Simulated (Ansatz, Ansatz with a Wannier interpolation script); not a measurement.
Rows from a G0W0 calculation on ThS2 (Pnma) (Ansatz 0.2.0; G0W0 on LDA, plane waves, PAW; 2×4×2 mesh, 797 empty bands, screening to 120 eV), in eV. Spin-orbit coupling is left out.

```csv
row,Σx,Σc,Vxc,Z
A,-11.26,-5.89,-18.39,0.75
B,-8.47,-4.51,-13.61,0.78
C,-18.47,1.72,-16.45,0.76
D,-17.91,1.51,-16.14,0.76
E,-18.42,1.63,-16.54,0.76
F,-11.05,-5.72,-17.98,0.75
```

Q: Which rows are filled states and which are empty ones, and how can one tell?

Filled: C, D and E. Empty: A, B and F. The sign of Σc tells: for a filled state bare exchange, which holds its interaction with itself, lies below Vxc (Σx − Vxc is -1.8 eV or lower here) and screening gives part back as a positive Σc. For an empty state Σx lies above Vxc (+5.1 eV or more) and the Coulomb hole leaves Σc negative.

[Paths, hosts, dates, memory and timing lines, banners, echoed tables and standing remarks are left out of the program output.]

[Logs are printed without paths, hosts, clocks, repeated set-up lines and the standing remarks that a program may print on its own settings, such as how far it seeks lower states.]

[Runs of the session that timed out or met a known fault of the program may be left out.]

[Hosts, paths, dates, database ids (printed as entryN), source tags and the programs' standing remarks are cut or masked in the printed files.]
